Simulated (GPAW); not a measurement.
# Dielectric function and optical constants of BN, part 2 of 2

Wanted: where BN starts to absorb, how strongly, and its refractive index. The cell comes from an older database entry, whose edges can differ from later determinations, mostly by under a per cent.

GPAW 26.7.0; DFT, PBE, plane-wave PAW (GPAW data sets), scalar-relativistic, RPA, optical limit.

So far. Step 2 (Ground state): There is a gap, 4.22 eV on this mesh (points off the mesh can give less), so no carriers' term is needed.

The database entry behind the starting cell differs from later determinations by our own check (about 0.3 % short, minor phase), so it need not match the best structure at ambient conditions.

### 4. Dielectric function, RPA (continued)

Values under the direct gap are tails of Lorentzian lines. Im ε against photon energy; read off at these points:

| photon energy (eV) | E ∥ x | E ∥ z |
| --- | --- | --- |
| 0.00 | 0 | 0 |
| 0.50 | 0.0143 | 0.00330 |
| 1.00 | 0.0299 | 0.00683 |
| 1.50 | 0.0484 | 0.0109 |
| 2.00 | 0.0726 | 0.0159 |
| 2.50 | 0.107 | 0.0229 |
| 3.00 | 0.162 | 0.0335 |
| 3.50 | 0.265 | 0.0533 |
| 4.00 | 0.516 | 0.105 |
| 4.50 | 1.70 | 0.395 |
| 5.00 | 5.05 | 1.07 |
| 5.50 | 9.22 | 0.940 |
| 5.56 | 9.44 | 0.970 |
| 6.00 | 8.30 | 0.748 |
| 6.50 | 5.40 | 0.611 |
| 7.00 | 2.79 | 0.446 |
| 7.50 | 2.19 | 0.393 |
| 8.00 | 1.80 | 0.468 |
| 8.50 | 1.08 | 0.442 |
| 9.00 | 1.00 | 0.671 |
| 9.50 | 0.816 | 1.91 |
| 10.00 | 0.688 | 3.57 |
| 10.31 | 0.755 | 5.07 |
| 10.50 | 0.765 | 4.00 |
| 11.00 | 0.766 | 2.89 |
| 11.50 | 0.841 | 2.23 |
| 12.00 | 0.945 | 2.05 |
| 12.50 | 1.35 | 1.31 |
| 13.00 | 3.18 | 1.23 |
| 13.50 | 6.04 | 1.19 |
| 14.00 | 7.50 | 1.48 |
| 14.13 | 7.66 | 1.52 |
| 14.50 | 6.22 | 1.42 |
| 15.00 | 4.83 | 2.07 |
| 15.25 | 3.74 | 2.30 |
| 15.50 | 3.91 | 2.14 |
| 16.00 | 3.04 | 1.40 |
| 16.50 | 3.66 | 0.916 |
| 16.75 | 4.20 | 0.767 |
| 17.00 | 2.95 | 0.819 |
| 17.50 | 2.07 | 0.561 |
| 18.00 | 2.21 | 0.714 |
| 18.50 | 1.83 | 1.21 |
| 19.00 | 2.00 | 1.10 |
| 19.50 | 1.63 | 1.02 |
| 20.00 | 1.37 | 1.03 |
| 20.50 | 1.46 | 1.06 |
| 21.00 | 1.30 | 0.855 |
| 21.50 | 1.07 | 0.684 |

Table of Re ε by photon energy:

```
photon energy (eV)    E ∥ x   E ∥ z
                 0     4.62    2.54
                 1     4.69    2.56
                 2     4.94    2.61
                 3     5.48    2.73
                 4     6.88    3.01
                 5     8.07    3.03
                 6     1.21    2.54
                 7   -0.695    2.58
                 8    0.511    3.00
                 9     1.47    3.96
                10     2.21    4.15
                11     2.93    1.22
                12     3.98   0.574
                13     6.21    1.07
                14     2.99    1.46
                15    -1.35    1.57
                16  -0.0860  0.0555
                17    -1.78   0.579
                18   -0.720    1.22
                19   -0.702   0.803
                20   -0.560   0.801
                21   -0.712   0.542
```

The reflectivity at normal incidence has structure finer than the step of the table below, so its rows give means over 0.5 eV, whole bins alone (the curve runs from 0 to 21.9 eV). Peaks (eV: height): E ∥ x 6.07: 36.6, 14.96: 38.2, 17.07: 42.4, 19.21: 31.8, 21.08: 34.2; E ∥ z 4.70: 9.20, 10.38: 25.0, 15.93: 18.0, 20.69: 7.43.

Reflectivity at normal incidence against photon energy; means over each step:

| photon energy (eV) | E ∥ x (%) | E ∥ z (%) |
| --- | --- | --- |
| 0.5 | 13.4 | 5.26 |
| 1.0 | 13.6 | 5.32 |
| 1.5 | 13.9 | 5.41 |
| 2.0 | 14.4 | 5.55 |
| 2.5 | 15.1 | 5.76 |
| 3.0 | 16.2 | 6.05 |
| 3.5 | 17.7 | 6.50 |
| 4.0 | 20.2 | 7.26 |
| 4.5 | 24.9 | 8.71 |
| 5.0 | 28.2 | 8.53 |
| 5.5 | 33.7 | 6.80 |
| 6.0 | 35.5 | 6.00 |
| 6.5 | 33.2 | 5.50 |
| 7.0 | 28.8 | 5.71 |
| 7.5 | 15.7 | 6.35 |
| 8.0 | 13.1 | 7.38 |
| 8.5 | 5.64 | 8.71 |
| 9.0 | 4.39 | 11.4 |
| 9.5 | 4.16 | 15.8 |
| 10.0 | 4.93 | 19.8 |
| 10.5 | 6.40 | 22.2 |
| 11.0 | 7.74 | 16.9 |
| 11.5 | 9.33 | 14.5 |
| 12.0 | 11.8 | 13.6 |
| 12.5 | 15.6 | 8.31 |
| 13.0 | 21.5 | 6.34 |
| 13.5 | 27.0 | 5.65 |
| 14.0 | 31.7 | 7.04 |
| 14.5 | 34.7 | 7.15 |
| 15.0 | 36.1 | 10.9 |
| 15.5 | 31.2 | 15.4 |
| 16.0 | 26.5 | 16.1 |
| 16.5 | 28.0 | 10.5 |
| 17.0 | 39.9 | 5.62 |
| 17.5 | 30.9 | 2.59 |
| 18.0 | 29.6 | 2.65 |
| 18.5 | 27.3 | 5.60 |
| 19.0 | 29.4 | 6.19 |
| 19.5 | 30.7 | 5.50 |
| 20.0 | 29.1 | 5.89 |
| 20.5 | 25.4 | 6.97 |
| 21.0 | 32.2 | 6.62 |
| 21.5 | 31.8 | 5.24 |

Values under the direct gap are tails of Lorentzian lines. The Im ε, E ∥ x by photon energy; read off at these points:

| photon energy (eV) | without local fields | with local fields |
| --- | --- | --- |
| 0.0 | 0 | 0 |
| 1.0 | 0.0331 | 0.0299 |
| 2.0 | 0.0808 | 0.0726 |
| 3.0 | 0.183 | 0.162 |
| 4.0 | 0.598 | 0.516 |
| 5.0 | 5.99 | 5.05 |
| 5.5 | 10.5 | 9.22 |
| 5.6 | 10.3 | 9.40 |
| 6.0 | 8.59 | 8.30 |
| 7.0 | 2.74 | 2.79 |
| 8.0 | 1.79 | 1.80 |
| 9.0 | 1.03 | 1.00 |
| 10.0 | 0.709 | 0.688 |
| 11.0 | 0.825 | 0.766 |
| 12.0 | 1.07 | 0.945 |
| 13.0 | 4.00 | 3.18 |
| 14.0 | 7.98 | 7.50 |
| 14.1 | 8.01 | 7.64 |
| 15.0 | 4.95 | 4.83 |
| 16.0 | 3.08 | 3.04 |
| 16.6 | 4.08 | 4.00 |
| 17.0 | 2.79 | 2.95 |
| 18.0 | 2.14 | 2.21 |
| 19.0 | 1.88 | 2.00 |
| 20.0 | 1.26 | 1.37 |
| 21.0 | 1.15 | 1.30 |

The loss function −Im 1/ε at q → 0 has structure finer than the step of the table below, so its rows give means over 1 eV, whole bins alone (the curve runs from 0 to 21.9 eV). Peaks (eV: height): E ∥ x 8.2: 0.597, 15.9: 0.334, 20.3: 0.705; E ∥ z 12.3: 0.568, 16.5: 1.03, 21.5: 0.897.

Values under the direct gap are tails of Lorentzian lines. The loss function −Im 1/ε at q → 0 by energy loss; means over each step:

| energy loss (eV) | E ∥ x | E ∥ z |
| --- | --- | --- |
| 1 | 0.00137 | 0.00105 |
| 2 | 0.00301 | 0.00237 |
| 3 | 0.00549 | 0.00464 |
| 4 | 0.0119 | 0.0141 |
| 5 | 0.0495 | 0.0936 |
| 6 | 0.127 | 0.113 |
| 7 | 0.331 | 0.0707 |
| 8 | 0.494 | 0.0465 |
| 9 | 0.312 | 0.0459 |
| 10 | 0.142 | 0.129 |
| 11 | 0.0875 | 0.318 |
| 12 | 0.0578 | 0.473 |
| 13 | 0.0668 | 0.457 |
| 14 | 0.119 | 0.357 |
| 15 | 0.206 | 0.342 |
| 16 | 0.295 | 0.691 |
| 17 | 0.296 | 0.836 |
| 18 | 0.441 | 0.405 |
| 19 | 0.483 | 0.557 |
| 20 | 0.620 | 0.615 |
| 21 | 0.641 | 0.823 |

At chosen wavelengths:

```csv
wavelength (nm),n x,k x,R (%) x,1/α x,n z,k z,R (%) z,1/α z
1064,2.17,0.008,13.7,10 µm,1.60,0.003,5.3,33 µm
800,2.19,0.012,13.9,5.5 µm,1.61,0.004,5.4,18 µm
633,2.22,0.016,14.3,3.2 µm,1.62,0.005,5.5,11 µm
532,2.25,0.021,14.8,2.0 µm,1.63,0.006,5.7,6.8 µm
405,2.35,0.036,16.3,884 nm,1.66,0.011,6.1,3.0 µm
365,2.42,0.049,17.3,593 nm,1.68,0.014,6.4,2.0 µm
248,2.97,0.851,27.9,23 nm,1.77,0.301,8.8,65 nm
```

Below the direct gap, k and the depth come from the tails of the Lorentzian lines, not from transitions.

Rows near the edge hang on the gap, which this functional as a rule makes too small, and phonon-assisted absorption is left out.

At 1064 nm the birefringence n(z) − n(x) is -0.571: the crystal is uniaxial negative at this level.

### 5. Results

```yaml
electronic_dielectric_constant_eps_infinity_mean_over_x_y_and_z_by_symmetry_where_fewer_were_run_rpa: 3.93
main_peak_of_im_epsilon_first_axis: 5.57 eV
```

At this level (PBE, RPA) BN has a mean ε∞ = 3.93 and n = 2.16 at 1550 nm (E ∥ x), and Im ε peaks at 5.6 eV (E ∥ x). On the mesh the gap is 4.24 eV and the least direct gap 4.66 eV, so on this mesh the band edges lie at different points. Local fields change the static value along x from 4.85 to 4.62 (-5 %). Distinct maxima of Im ε, read by a parabola through the highest points, lie at 5.57 eV (9.5), 14.15 eV (7.7) and 16.71 eV (4.2) for E ∥ x. The static values by axis are 4.62 (x), 2.54 (z). At 1064 nm the birefringence n(z) − n(x) is -0.571: the crystal is uniaxial negative at this level. Excitons and phonon-assisted transitions are missing; PBE gaps are as a rule too small, which pulls the onset down and ε∞ up. The sum runs over mesh points, so small or evenly spaced maxima can still be ripples of the mesh. The mesh misses the corner K of the hexagonal zone, so gaps read from it can be too wide where band edges lie there.

[Machine, clock and banner lines and Python warnings are left out of the logs.]

[Logs are printed without paths, hosts, clocks, repeated set-up lines and the standing remarks that a program may print on its own settings, such as how far it seeks lower states.]

[Hosts, paths, dates, database ids (printed as entryN), source tags and the programs' standing remarks are cut or masked in the printed files.]
